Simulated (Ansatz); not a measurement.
The compound is KOsF3 (cubic perovskite) (Pm-3m).

The structure was built from a prototype and need not be the compound's stable phase.

```
K Os F
1.0
     0.00000   -4.26574    0.00000
     0.00000    0.00000    4.26574
    -4.26574    0.00000    0.00000
K Os F
1 1 3
Cartesian
  0.0000 0.0000 0.0000
  -2.1329 -2.1329 2.1329
  0.0000 -2.1329 2.1329
  -2.1329 -2.1329 0.0000
  -2.1329 0.0000 2.1329
```

The structure was relaxed with PBE. The structure type comes from a generator and need not be one that this composition takes. The structure was generated from a model, not taken from a measurement. The runs that relaxed it are not among those shown. The program's search for lower electronic states was switched off, so nothing shows that the state found is the lowest. Spin-orbit coupling is left out unless a run names it. PAW set soft_2, made with PBE.

A constrained-RPA run (Ansatz 0.2.0; non-magnetic PBE; Os d, bands v3 to c2, 4×4×4 mesh, medium accuracy) builds 5 functions on bands 4.8 eV wide, with 6.0 electrons in the window. The bare on-site interaction is 12.7 eV and the bare J 0.46 eV.

Estimate U, U′ and J.

On the Os d shell, U = 4.90 eV (39 % of the bare value), U′ = 4.16 eV, J = 0.33 eV.

The parent state is non-magnetic and the interaction static (zero frequency); U depends on the window and the orbitals, so it belongs to this model alone. Spin-orbit coupling, which is strong for atoms this heavy, is left out.

[Paths, hosts, dates, memory and timing lines, banners, echoed tables and standing remarks are left out of the program output.]

[Logs are printed without paths, hosts, clocks, repeated set-up lines and the standing remarks that a program may print on its own settings, such as how far it seeks lower states.]

[Runs of the session that timed out or met a known fault of the program may be left out.]

[Hosts, paths, dates, database ids (printed as entryN), source tags and the programs' standing remarks are cut or masked in the printed files.]
